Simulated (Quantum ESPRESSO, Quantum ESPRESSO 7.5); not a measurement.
**Ti(0001), 5 layers against a metal electrode: a series in the charge of the slab**

What law, if any, do the results for Ti(0001), 5 layers against a metal electrode follow against the charge of the slab?

Calculated with Quantum ESPRESSO 7.5; plane-wave DFT, PBE, GBRV ultrasoft pseudopotentials.

### 1. Starting point

The structure is hexagonal, space group P6_3/mmc (No. 194). Conventional cell: a = 2.950 Å, b = 2.950 Å, c = 4.685 Å, α = 90.00°, β = 90.00°, γ = 120.00°. Ti has 12 Ti at 2.90 to 2.95 Å nearest.

Structure file:

```cif
data_structure
_symmetry_space_group_name_H-M 'P6_3/mmc'
_symmetry_Int_Tables_number 194
_cell_length_a 2.9500
_cell_length_b 2.9500
_cell_length_c 4.6846
_cell_angle_alpha 90.000
_cell_angle_beta 90.000
_cell_angle_gamma 120.000
_cell_volume 35.31
loop_
_atom_site_label
_atom_site_type_symbol
_atom_site_symmetry_multiplicity
_atom_site_Wyckoff_symbol
_atom_site_fract_x
_atom_site_fract_y
_atom_site_fract_z
_atom_site_occupancy
Ti1 Ti 2 c 0.33333 0.66667 0.25000 1
```

Set-up: The slab is relaxed neutral, then held. ESM with bc3: vacuum below and a metal electrode about 6 Å above the top atoms. Cold smearing of 0.02 Ry. Charges are set per cell from the starting area. The slabs take the lattice constants of the bulk relaxed by the same program.

Members 2, 3, 4.5, 6, 7 and 8 took the same steps and show in the table alone.

### 2. Variable-cell relaxation of the reference

The bulk crystal is relaxed in cell and atoms; the members are built on its lattice constants.

The input, ref.vc.in:

```
&control
  prefix = 'ref.vc'
  outdir = './out'
  pseudo_dir = './pseudo'
  nstep = 40
  forc_conv_thr = 0.0003
  calculation = 'vc-relax'
/
&system
  ibrav = 0
  nat = 2
  ntyp = 1
  ecutwfc = 50
  ecutrho = 250
  occupations = 'smearing'
  smearing = 'mv'
  degauss = 0.02
/
&electrons
  conv_thr = 1e-09
  mixing_beta = 0.4
  electron_maxstep = 120
/
&ions
/
&cell
  press_conv_thr = 0.3
/
ATOMIC_SPECIES
  Ti  47.8670  ti_pbe_v1.4.uspp.F.UPF
CELL_PARAMETERS angstrom
  2.95000000000000 0.00000000000000 0.00000000000000
  -1.47500000000000 2.55477494116409 0.00000000000000
  0.00000000000000 0.00000000000000 4.68460000000000
ATOMIC_POSITIONS crystal
  Ti  0.333333333333 0.666666666667 0.250000000000
  Ti  0.666666666667 0.333333333333 0.750000000000
K_POINTS automatic
  16 16 9 0 0 0
```

Command:

```sh
$ OMP_NUM_THREADS=1 mpirun -n 4 pw.x -nk 4 -in ref.vc.in > ref.vc.out
```

The program printed:

```text
Program PWSCF v.7.5 starts
[citation notice left out]

     Parallel version (MPI & OpenMP), running on       4 processor cores
     Number of MPI processes:                 4
     Threads/MPI process:                     1

     MPI processes distributed on     1 nodes
[...]
Current dimensions of program PWSCF are:
     Max number of different atomic species (ntypx) = 10
     Max number of k-points (npk) =  40000
     Max angular momentum in pseudopotentials (lmaxx) =  4
     Message from routine setup:
     using ibrav=0 with symmetry is DISCOURAGED, use correct ibrav instead

     K-points division:     npool     =       4
     Subspace diagonalization in iterative solution of the eigenvalue problem:
     a serial algorithm will be used

     G-vector sticks info
     --------------------
     sticks:   dense  smooth     PW     G-vecs:    dense   smooth      PW
     Sum         535     433    127                15891    11415    1925

     Using Slab Decomposition

     bravais-lattice index     =            0
     lattice parameter (alat)  =       5.5747  a.u.
     unit-cell volume          =     238.2560 (a.u.)^3
     number of atoms/cell      =            2
     number of atomic types    =            1
     number of electrons       =        24.00
     number of Kohn-Sham states=           16
     kinetic-energy cutoff     =      50.0000  Ry
     charge density cutoff     =     250.0000  Ry
     scf convergence threshold =      1.0E-09
     mixing beta               =       0.4000
     number of iterations used =            8  plain     mixing
     energy convergence thresh.=      1.0E-04
     force convergence thresh. =      3.0E-04
     press convergence thresh. =      3.0E-01
     Exchange-correlation=  SLA  PW   PBX  PBC
                           (   1   4   3   4   0   0   0)
     nstep                     =           40

     celldm(1)=   5.574692  celldm(2)=   0.000000  celldm(3)=   0.000000
     celldm(4)=   0.000000  celldm(5)=   0.000000  celldm(6)=   0.000000

     crystal axes: (cart. coord. in units of alat)
               a(1) = (   1.000000   0.000000   0.000000 )
               a(2) = (  -0.500000   0.866025   0.000000 )
               a(3) = (   0.000000   0.000000   1.588000 )

     reciprocal axes: (cart. coord. in units 2 pi/alat)
               b(1) = (  1.000000  0.577350 -0.000000 )
               b(2) = (  0.000000  1.154701  0.000000 )
               b(3) = (  0.000000 -0.000000  0.629723 )

     PseudoPot. # 1 for Ti read from file:
     ./pseudo/ti_pbe_v1.4.uspp.F.UPF
     Pseudo is Ultrasoft + core correction, Zval = 12.0
     Generated by new atomic code, or converted to UPF format
     Using radial grid of  851 points,  6 beta functions with:
                l(1) =   0
                l(2) =   0
                l(3) =   1
                l(4) =   1
                l(5) =   2
                l(6) =   2
     Q(r) pseudized with  6 coefficients,  rinner =    1.000   1.000   1.000
                                                       1.000   1.000

     atomic species   valence    mass     pseudopotential
     Ti               12.00    47.86700     Ti( 1.00)

     24 Sym. Ops., with inversion, found (12 have fractional translation)

   Cartesian axes

     site n.     atom                  positions (alat units)
         1        Ti     tau(   1) = (  -0.0000000   0.5773503   0.3970000  )
         2        Ti     tau(   2) = (   0.5000000   0.2886751   1.1910000  )

     number of k points=   150  Marzari-Vanderbilt smearing, width (Ry)=  0.0200

     Number of k-points >= 100: set verbosity='high' to print them.

     Dense  grid:    15891 G-vectors     FFT dimensions: (  30,  30,  48)

     Smooth grid:    11415 G-vectors     FFT dimensions: (  25,  25,  40)

     Estimated max dynamical RAM per process >      38.67 MB

     Estimated total dynamical RAM >     143.05 MB

     Check: negative core charge=   -0.000008

     Initial potential from superposition of free atoms

     starting charge      21.9999, renormalised to      24.0000

     negative rho (up, down):  2.727E-03 0.000E+00
     Starting wfcs are   20 randomized atomic wfcs

     total cpu time spent up to now is        1.3 secs

     per-process dynamical memory:    31.2 Mb

     Self-consistent Calculation

     iteration #  1     ecut=    50.00 Ry     beta= 0.40
     Davidson diagonalization with overlap
     ethr =  1.00E-02,  avg # of iterations =  3.9

     negative rho (up, down):  2.749E-03 0.000E+00

     total cpu time spent up to now is        2.2 secs

     total energy              =    -238.31015316 Ry
     estimated scf accuracy    <       1.26877524 Ry

     iteration #  2     ecut=    50.00 Ry     beta= 0.40
[...]
negative rho (up, down):  2.520E-03 0.000E+00

[...]
total energy              =    -238.46467991 Ry
     estimated scf accuracy    <       0.04953903 Ry

     iteration #  3     ecut=    50.00 Ry     beta= 0.40
[...]
negative rho (up, down):  2.374E-03 0.000E+00

[...]
total energy              =    -238.49823386 Ry
     estimated scf accuracy    <       0.02479561 Ry

     iteration #  4     ecut=    50.00 Ry     beta= 0.40
[...]
negative rho (up, down):  1.985E-03 0.000E+00

[...]
total energy              =    -238.50021003 Ry
     estimated scf accuracy    <       0.00251840 Ry

     iteration #  5     ecut=    50.00 Ry     beta= 0.40
[...]
negative rho (up, down):  1.996E-03 0.000E+00

[...]
total energy              =    -238.50122575 Ry
     estimated scf accuracy    <       0.00021189 Ry

     iteration #  6     ecut=    50.00 Ry     beta= 0.40
[...]
negative rho (up, down):  1.992E-03 0.000E+00

[...]
total energy              =    -238.50120467 Ry
     estimated scf accuracy    <       0.00008834 Ry

     iteration #  7     ecut=    50.00 Ry     beta= 0.40
[...]
negative rho (up, down):  1.998E-03 0.000E+00

[...]
total energy              =    -238.50121306 Ry
     estimated scf accuracy    <       0.00000525 Ry

     iteration #  8     ecut=    50.00 Ry     beta= 0.40
[...]
negative rho (up, down):  1.995E-03 0.000E+00

[...]
total energy              =    -238.50121685 Ry
     estimated scf accuracy    <       0.00000649 Ry

[...]
density =      4.57522 g/cm^3

CELL_PARAMETERS (angstrom)
   2.936703988   0.000000000   0.000000000
  -1.468351994   2.543260257  -0.000000000
   0.000000000   0.000000000   4.652136960

ATOMIC_POSITIONS (crystal)
Ti               0.3333333333        0.6666666667        0.2500000000
Ti               0.6666666667        0.3333333333        0.7500000000

[...]
NEW-OLD atomic charge density approx. for the potential
     New effective cutoffs (rho, wfc):  252.61   50.69

     Check: negative core charge=   -0.000008

     negative rho (up, down):  1.961E-03 0.000E+00

     total cpu time spent up to now is       16.7 secs

     per-process dynamical memory:    47.8 Mb

     Self-consistent Calculation

     iteration #  1     ecut=    50.00 Ry     beta= 0.40
     Davidson diagonalization with overlap
     ethr =  1.00E-06,  avg # of iterations =  3.0

     Threshold (ethr) on eigenvalues was too large:
     Diagonalizing with lowered threshold

     Davidson diagonalization with overlap
     ethr =  1.68E-08,  avg # of iterations =  2.9

     negative rho (up, down):  1.963E-03 0.000E+00

     total cpu time spent up to now is       18.3 secs

     total energy              =    -238.50144757 Ry
     estimated scf accuracy    <       0.00000477 Ry

[...]
iteration #  8     ecut=    50.00 Ry     beta= 0.40
[...]
negative rho (up, down):  1.965E-03 0.000E+00

[...]
End of self-consistent calculation

     Number of k-points >= 100: set verbosity='high' to print the bands.

     the Fermi energy is    13.3812 ev

!    total energy              =    -238.50144868 Ry
     estimated scf accuracy    <          9.2E-14 Ry
     smearing contrib. (-TS)   =       0.00021249 Ry
     internal energy E=F+TS    =    -238.50166117 Ry

     The total energy is F=E-TS. E is the sum of the following terms:
     one-electron contribution =     -80.99036978 Ry
     hartree contribution      =      48.49282533 Ry
     xc contribution           =     -36.07622863 Ry
     ewald contribution        =    -169.92788809 Ry

     convergence has been achieved in   8 iterations

     negative rho (up, down):  1.965E-03 0.000E+00

     Forces acting on atoms (cartesian axes, Ry/au):

     atom    1 type  1   force =     0.00000000   -0.00000000    0.00000000
     atom    2 type  1   force =    -0.00000000    0.00000000   -0.00000000

     Total force =     0.000000     Total SCF correction =     0.000000

     Computing stress (Cartesian axis) and pressure

     negative rho (up, down):  1.965E-03 0.000E+00
          total   stress  (Ry/bohr**3)                   (kbar)     P=        0.28
   0.00000836   0.00000000  -0.00000000            1.23        0.00       -0.00
  -0.00000000   0.00000836  -0.00000000           -0.00        1.23       -0.00
  -0.00000000  -0.00000000  -0.00001108           -0.00       -0.00       -1.63

     Energy error            =      5.0E-05 Ry
     Gradient error          =      1.2E-27 Ry/Bohr
     Cell gradient error     =      1.6E+00 kbar

     number of scf cycles    =   3
     number of bfgs steps    =   2

     enthalpy           old  =    -238.5013987877 Ry
     enthalpy           new  =    -238.5014486786 Ry

     CASE: enthalpy          _new < enthalpy          _old

     new trust radius        =       0.0010734579 bohr
     new conv_thr            =            1.0E-11 Ry

     new unit-cell volume =    234.47239 a.u.^3 (    34.74522 Ang^3 )
     density =      4.57531 g/cm^3

CELL_PARAMETERS (angstrom)
   2.937190549   0.000000000   0.000000000
  -1.468595274   2.543681631  -0.000000000
   0.000000000   0.000000000   4.650506322

ATOMIC_POSITIONS (crystal)
Ti               0.3333333333        0.6666666667        0.2500000000
Ti               0.6666666667        0.3333333333        0.7500000000

[...]
NEW-OLD atomic charge density approx. for the potential
     New effective cutoffs (rho, wfc):  252.76   50.73

     Check: negative core charge=   -0.000008

     negative rho (up, down):  1.965E-03 0.000E+00

     total cpu time spent up to now is       24.4 secs

     per-process dynamical memory:    47.8 Mb

[...]
!    total energy              =    -238.50145008 Ry
[...]
Total force =     0.000000     Total SCF correction =     0.000000
[...]
number of bfgs steps    =   3
[...]
new trust radius        =       0.0011812063 bohr
[...]
!    total energy              =    -238.50145138 Ry
[...]
Total force =     0.000000     Total SCF correction =     0.000000
[...]
number of bfgs steps    =   4
[...]
new trust radius        =       0.0017725630 bohr
[...]
!    total energy              =    -238.50145246 Ry
[...]
Total force =     0.000000     Total SCF correction =     0.000000
[...]
Self-consistent Calculation

     iteration #  1     ecut=    50.00 Ry     beta= 0.40
     Davidson diagonalization with overlap
     c_bands:  1 eigenvalues not converged
     c_bands:  1 eigenvalues not converged
     c_bands:  2 eigenvalues not converged
     c_bands:  1 eigenvalues not converged
     c_bands:  2 eigenvalues not converged
     c_bands:  1 eigenvalues not converged
     c_bands:  1 eigenvalues not converged
     c_bands:  1 eigenvalues not converged
     c_bands:  1 eigenvalues not converged
     c_bands:  1 eigenvalues not converged
     c_bands:  1 eigenvalues not converged
     c_bands:  1 eigenvalues not converged
     ethr =  1.00E-06,  avg # of iterations = 16.7

     negative rho (up, down):  3.353E-03 0.000E+00

     total cpu time spent up to now is       42.4 secs

     total energy              =    -238.28123885 Ry
     estimated scf accuracy    <       1.33646605 Ry

[...]
iteration # 14     ecut=    50.00 Ry     beta= 0.40
[...]
negative rho (up, down):  2.423E-03 0.000E+00

[...]
End of self-consistent calculation

     Number of k-points >= 100: set verbosity='high' to print the bands.

     the Fermi energy is    13.3786 ev

!    total energy              =    -238.50144931 Ry
     estimated scf accuracy    <          2.1E-12 Ry
     smearing contrib. (-TS)   =       0.00020535 Ry
     internal energy E=F+TS    =    -238.50165466 Ry

     The total energy is F=E-TS. E is the sum of the following terms:
     one-electron contribution =     -81.01351267 Ry
     hartree contribution      =      48.50065902 Ry
     xc contribution           =     -36.07592292 Ry
     ewald contribution        =    -169.91287810 Ry

     convergence has been achieved in  14 iterations

     negative rho (up, down):  2.423E-03 0.000E+00

     Forces acting on atoms (cartesian axes, Ry/au):

     atom    1 type  1   force =     0.00000000    0.00000000   -0.00000000
     atom    2 type  1   force =    -0.00000000   -0.00000000    0.00000000

     Total force =     0.000000     Total SCF correction =     0.000000

     Computing stress (Cartesian axis) and pressure

     negative rho (up, down):  2.423E-03 0.000E+00
          total   stress  (Ry/bohr**3)                   (kbar)     P=        0.05
   0.00000150  -0.00000000  -0.00000000            0.22       -0.00       -0.00
  -0.00000000   0.00000150  -0.00000000           -0.00        0.22       -0.00
  -0.00000000  -0.00000000  -0.00000206           -0.00       -0.00       -0.30

[...]
=------------------------------------------------------------------------------=
   JOB DONE.
=------------------------------------------------------------------------------=
[...]
```

It took 54 s on 4 MPI ranks of Intel Xeon Platinum 8488C (Sapphire Rapids), shared host; peak memory 0.34 GiB.

Relaxation path:

```csv
step,energy less that of the first step (eV),largest force (eV/Å),volume (Å³)
1,0.0000,0.0000,35.31
2,-0.0025,0.0000,35.00
3,-0.0032,0.0000,34.75
4,-0.0032,0.0000,34.75
5,-0.0032,0.0000,34.75
6,-0.0032,0.0000,34.75
7,-0.0032,0.0000,34.75
```

```csv
"conventional cell, symmetrised",before,after,change
a (Å),2.950,2.939,-0.4 %
b (Å),2.950,2.939,-0.4 %
c (Å),4.685,4.646,-0.8 %
volume (Å³/atom),17.65,17.38,-1.6 %
```

Final coordinates:

```
CELL_PARAMETERS angstrom
2.93894 0.00000 0.00000
-1.46947 2.54520 0.00000
0.00000 0.00000 4.64602
ATOMIC_POSITIONS crystal
Ti 0.33333 0.66667 0.25000
Ti 0.66667 0.33333 0.75000
```

 The last row is no step: it is a fresh SCF in the final cell with a new plane-wave basis, +0 meV from the row before.

Numbers from this step:

| Property | Result |
| --- | --- |
| free energy | -3244.9775 eV |
| Fermi energy | 13.38 eV |

(Part 1 of 4 ends here.)

[Logs are printed without paths, hosts, clocks, repeated set-up lines and the standing remarks that a program may print on its own settings, such as how far it seeks lower states.]

[Hosts, paths, dates, database ids (printed as entryN), source tags and the programs' standing remarks are cut or masked in the printed files.]

[Maps of the electrostatic potential energy from Ansatz leave out the sawtooth potential of an applied field or a dipole correction, so their vacuum need not be flat; planar profiles and work functions include it.]
